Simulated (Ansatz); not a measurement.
# How NaBe (hypothetical, Pm-3m) expands on warming, part 3 of 3

Wanted: α(T), C_P(T) and B(T) of NaBe (hypothetical) in the quasi-harmonic approximation. The compound is hypothetical: it was made by swapping elements on a known structure type.

Ansatz 0.2.0; DFT PBEsol, scalar-relativistic, plane waves, PAW.

So far. Step 2 (Probe on a coarse mesh): The start is under 3.2 GPa at this level and looks like a metal on this mesh. Step 5 (Tight relaxation): The residual pressure is -0.0016 GPa, small enough for phonons. The relaxed cell has a = 3.354 Å (conventional setting).

### 8. Phonons of the refused cell

The study refused this cell, so its phonons are run alone to see which modes are imaginary.

input.yaml reads:

```yaml
crystal:
  lattice:
    - [3.3544755195, 0.0, 0.0]
    - [0.0, 3.3544755195, 0.0]
    - [0.0, 0.0, 3.3544755195]
  atoms:
    - { symbol: Be, position: [0.5, 0.5, 0.5] }
    - { symbol: Na, position: [0.0, 0.0, 0.0] }
kpoints:
  mp_grid: { grid: [12, 12, 12] }
hamiltonian:
  xc: pbesol
scf:
  occupations: { method: methfessel_paxton, width: 0.15 }
output:
  eigenvalues: true
phonons:
  method: dfpt
  qmesh: [4, 4, 4]
  temperatures: { t_max: 1000, t_step: 50 }
  qpath:
    path:
      - [[0.0, 0.0, 0.0], [0.0, 0.5, 0.0], [0.5, 0.5, 0.0], [0.0, 0.0, 0.0], [0.5, 0.5, 0.5], [0.0, 0.5, 0.0]]
      - [[0.5, 0.5, 0.5], [0.5, 0.5, 0.0]]
    npoints: 10
```

On the command line:

```
> ansatz run input.yaml --threads 4 --pin off --max-ram 8192MiB --backend cpu --events-out ev --progress --plain --runs-dir out
```

Numbers of over 12 decimals in the logs are rounded to 6 here.

What it wrote:

```text
[...]
Crystal: 2 atoms, lattice volume = 37.746 Å³
Basis set: ecut = 420 eV, 739 PW (Γ), exchange–correlation on 48×48×48 points (8 copies of the dense FFT grid, shifted against one another)
Bands: 10, of which v1, the nominal top of the filled ones, is band 6 counted from 1 (5 counted from 0)
Symmetry: 48 space group operations
k-points: 84 of 1728
[...]
SCF iter   1: F=—  HF=-1564.273817 eV  |F-HF|=—  |Δ(HF+E_count)|=         —  Δρ=2.37e-3  dr2=1.25e-3  ethr=1.77e-3  ⟨swp⟩=5.4  Hψ=5415  notcnv=0
[...]
SCF iter   8: F=-1564.272694 eV  HF=-1564.272694 eV  |F-HF|=6.82e-13  |Δ(HF+E_count)|=  4.71e-11  S|Δr|=    0.00e0  Δρ=4.43e-8  dr2=2.97e-13  ethr=1.00e-12  ⟨swp⟩=6.0  Hψ=3084  notcnv=0
SCF 1 converged in 8 iterations: F = -1564.272694 eV  dr2 = 2.97e-13
[...]
phonons: the bands overlap, so this run is a metal and interpolates without the dipole-dipole term. If the crystal is really an insulator or semiconductor, its LO-TO splitting is missing
NSCF: frozen V_eff on 84 k-points
WARN: eigensolver did not converge in 3 slots of this pass, the one above among them; of largest residual over every band (k=26): 1 band(s) unlocked (lowest unlocked band 9, counted from 0; max residual 5.58e-6 eV among the unlocked bands, 5.58e-6 eV over every band); of lowest unlocked band (k=25): band 9
[...]
DFPT response loops at q = (0, 0, 0) (fractional): preconditioner auto → Kerker (q_TF=auto, 2.221 Å⁻¹) (partly filled bands, converged f_vac=0.000); β = 1.00, the filter's whole step (`scf.mixing.beta` (0.50) is not read by the response loops under this deck's `scf.mixing.preconditioner`; to damp them name `kerker` or `kerker_dos`, under which they read `scf.mixing.beta`, and type it under 1.00, their step now; both keys bind the ground state too); Broyden in place of MSR1
[...]
SCF converged after 8 iterations
[...]
Free energy (F): -1564.272694 eV
[...]
Internal energy: -1564.273861 eV  (E = F + TS)
E sigma→0 (E₀):  -1564.272986 eV
Entropy (-TS):   0.001167 eV (0.584 meV/atom)
Fermi energy:    3.260883 eV
[...]
--- Band table (eV; the first three rows and the last of 84) ---
[...]
--- Phonons (Γ-DFPT): 2 representative perturbations + reference (Σ response iterations 6) ---
  ASR residual: 7.239e-5 → 0.000e0 eV/Å²; symmetrization residual: 7.411e-7 eV/Å²
  ASR residual per site (eV/Å²): 7.24e-5 6.45e-5
  Γ frequencies (cm⁻¹): 0.00 0.00 0.00 304.32 304.32 304.32
--- Phonons (arbitrary-q DFPT): 10 irreducible q on the 4×4×4 mesh ---
  q = [0.0000, 0.0000, 0.0000] (star 1, of the zone-centre solve; hermiticity 6.72e-7, symmetrization 5.80e-13): 0.00 0.00 0.00 304.32 304.32 304.32
  q = [0.0000, 0.0000, 0.2500] (star 6, 4 solved perturbations in 1848 linear systems a pass and spin channel, the states on 588 of 1728 k-point pairs; hermiticity 6.85e-7, symmetrization 9.63e-13): 12.19 108.68 108.68 237.89 296.11 296.11
[...]
q = [0.0000, 0.2500, -0.5000] (star 12, 6 solved perturbations on 588 of 1728 k-point pairs; hermiticity 7.01e-7, symmetrization 3.05e-9): -160.22 47.48 155.32 225.79 260.48 299.40
[...]
sum rule: each row above includes the acoustic sum rule's correction from the zone centre's row sums; it moved no ω² by more than (1.48 cm⁻¹)²
  mesh force constants: q→R imaginary residual 3.21e-18; ASR residual 7.239e-5 → 0.000e0 eV/Å²; symmetrization residual 3.109e-15 eV/Å²
  interpolated dispersion: 62 rows × 6 modes
  density of states and harmonic sums: on the 20×20×20 q-mesh, interpolated from the force constants of a 4×4×4 supercell (no non-analytic term)
  largest difference from the sums on the solved wave vectors: F 1.08e-1 eV, S 1.41e-4 and C_V 3.52e-5 eV/K
  zero-point energy: 0.059880 eV/cell   skipped modes (ω ≤ 0): 392, of them read as no rigid motion or as one in doubt: 389 (1.372e0 modes/cell left out, lowest -187.00 cm⁻¹)   left out of the sums: 2.29e-1 of the cell's modes: C_V's classical limit lies that fraction below 3 k_B per atom; for a crystal, a wire or a layer, F and S can be off by more, and a phonons.interpolated_qmesh denser along its periods is the remedy for the sampling
```

It took 71 s on 4 threads of Intel Xeon Platinum 8375C at 2.90GHz (Ice Lake), shared host; peak memory 1.1 GiB; 4.5 min of CPU time.

Numbers from this step:

| Quantity | Value |
| --- | --- |
| Γ frequencies | 0, 0, 0, 304.3, 304.3, 304.3 cm⁻¹ (negative: imaginary) |
| lowest frequency on the path | -187.0 cm⁻¹ |
| point group | m-3m |
| highest frequency | 314.7 cm⁻¹ |

No LO-TO term. The phonon branches at the labelled points (cm⁻¹):

```tsv
point	branch 1	branch 2	branch 3	branch 4	branch 5	branch 6
Γ	0	0	0	304	304	304
halfway	12	109	109	238	296	296
X	-93	159	159	199	286	286
halfway	-160	48	155	226	260	299
M	-187	-187	151	257	257	315
halfway	-114	134	166	186	265	297
Γ	0	0	0	304	304	304
halfway	42	42	130	233	244	244
R	-23	-23	-23	205	205	205
halfway	-156	79	172	184	223	260
X	-93	159	159	199	286	286
jump to R	-23	-23	-23	205	205	205
halfway	-138	-138	181	190	240	240
M	-187	-187	151	257	257	315
```

The phonon branches as a text plot (rows in cm⁻¹):

```
    304 |****      *****************                            *
    283 | ** ******           ***   ***               ****     *
    262 |         ************ *       *            ** *      ***
    242 |   *       **   **          ** ****      **  *     ***
    221 |    *     *       ** *        * *****   *****     *
    200 |     *****                          ******* ** **** *
    179 |                    *         *            *****   **
    158 |      ************  **      **               ****  * ***
    137 |     *            ***          *          *
    116 |   **     *          **    *                *     *
     95 |                  **  *                  *
     74 |  *                    *                   *
     53 | *                        *   * **      *
     32 |* *                     *  *** *                 *
     12 |** *                      *     **     *  *
     -9 |                        **
    -30 |    *                  *          ******         *
    -51 |     *                *             *  ***
    -72 |                                  **
    -93 |      ***  *     *   *                  *       * *
   -114 |                    *                    *     *   *
   -135 |         *  *     **                      *   *     *
   -156 |          *     **                         ***
   -177 |           ******                                    ***
         Γ      X      M          Γ            R        X|R     M
```

The phonon density of states has structure finer than the step of the table below, so its rows give means over 20 cm⁻¹, whole bins alone (the curve runs from -188 to 318 cm⁻¹). Peaks (cm⁻¹: height): -152.5: 0.0151, 157.5: 0.0409, 257.5: 0.0415, 287.5: 0.0379.

Tetrahedra on 20 20 20, mean over bins of 5 cm⁻¹. The phonon density of states by wavenumber; means over each step:

```tsv
wavenumber (cm⁻¹)	phonon density of states (1/cm⁻¹/cell)
-160	0.0121
-140	0.0135
-120	0.0112
-100	0.00923
-80	0.00679
-60	0.00525
-40	0.00336
-20	0.00228
0	0.00168
20	0.00159
40	0.00198
60	0.00304
80	0.00507
100	0.00762
120	0.00961
140	0.0126
160	0.0317
180	0.0105
200	0.0190
220	0.0241
240	0.0263
260	0.0308
280	0.0275
300	0.0186
```

No LO-TO term. The modes at Γ (shares of kinetic energy by element, %):

```tsv
mode	frequency (cm⁻¹)	symmetry	Be %	Na %
1	0.0	T1u	28	72
2	0.0	T1u	28	72
3	0.0	T1u	28	72
4	304.3	T1u	72	28
5	304.3	T1u	72	28
6	304.3	T1u	72	28
```

Displacements in mode 6 (304.3 cm⁻¹), the largest set to 1:
```
Be1  0.00 -0.34  1.00
Na2  0.00  0.13 -0.39
```

Lowest modes at the softest wavevector of the mesh; phase exp(i q.(R + tau)). Modes at q = (0.500, 0.500, 0.000), with each element's share of the kinetic energy (negative means imaginary):

```tsv
mode	frequency (cm⁻¹)	Be %	Na %
1	-187.0	75	25
2	-187.0	75	25
3	151.2	0	100
4	257.3	25	75
5	257.3	25	75
6	314.7	100	0
```

Displacements in mode 2 (-187.0 cm⁻¹), the largest set to 1, in the home cell:
```
Be1  0.00 -1.00  0.00
Na2 -0.36  0.00  0.00
```

Displacements in mode 4 (257.3 cm⁻¹), the largest set to 1, in the home cell:
```
Be1  0.24 -0.93  0.00
Na2  1.00 -0.26  0.00
```

The modes has structure finer than the step of the table below, so its rows give means over 20 cm⁻¹, whole bins alone (the curve runs from -196 to 334 cm⁻¹). Peaks (cm⁻¹: height): Be -146.0: 0.0110, 260.3: 0.0177, 293.6: 0.0278; Na -146.0: 0.00388, 157.0: 0.0308, 257.0: 0.0207.

Phonopy on the run's constants, 17x17x17 mesh, Gaussian sigma 3.8 cm⁻¹. Modes against wavenumber; means over each step; values in 1/cm⁻¹/cell:

```tsv
wavenumber (cm⁻¹)	Be	Na
-180	0.00330	0.00114
-160	0.00899	0.00313
-140	0.0101	0.00360
-120	0.00797	0.00296
-100	0.00650	0.00265
-80	0.00522	0.00251
-60	0.00310	0.00191
-40	0.00169	0.00135
-20	5.9e-4	6.6e-4
0	6.6e-4	3.4e-4
20	0.00127	9.0e-4
40	0.00132	9.9e-4
60	0.00107	0.00107
80	0.00241	0.00262
100	0.00410	0.00486
120	0.00320	0.00559
140	0.00389	0.0100
160	0.00353	0.0255
180	0.00268	0.0111
200	0.00538	0.0121
220	0.00904	0.0152
240	0.00999	0.0162
260	0.0153	0.0156
280	0.0214	0.00568
300	0.0166	0.00232
320	6.2e-4	1.1e-5
```

The lowest solved frequency is -187 cm⁻¹, so the cell is unstable here and gives no valid free energy.

### 9. What came out

* lowest frequency at the solved wavevectors: -187 cm⁻¹

What this shows: With imaginary harmonic modes at the relaxed cell the quasi-harmonic free energy is undefined, so no expansion is obtained for this phase at this level. The softest solved mode is 187i cm⁻¹ at q = (0, -0.5, -0.5), and 7 of 10 solved wavevectors carry a mode beyond 8i cm⁻¹. In a metal soft modes also hang on the k-mesh and the smearing, which were not converged here. The program warned that a few bands missed the eigensolver's threshold in at least one of the runs. The PAW files were made for PBE and are used here under another functional, for which the program regenerates the frozen cores.

[Logs are printed without paths, hosts, clocks, repeated set-up lines and the standing remarks that a program may print on its own settings, such as how far it seeks lower states.]

[Hosts, paths, dates, database ids (printed as entryN), source tags and the programs' standing remarks are cut or masked in the printed files.]

[A step with changed settings may run another functional than the one named; its input shows which.]

[Pressures of single members of a volume series are the stress at the run's cutoff; with an incomplete basis they can lie off −dE/dV of the same runs, and they are not shown converged.]
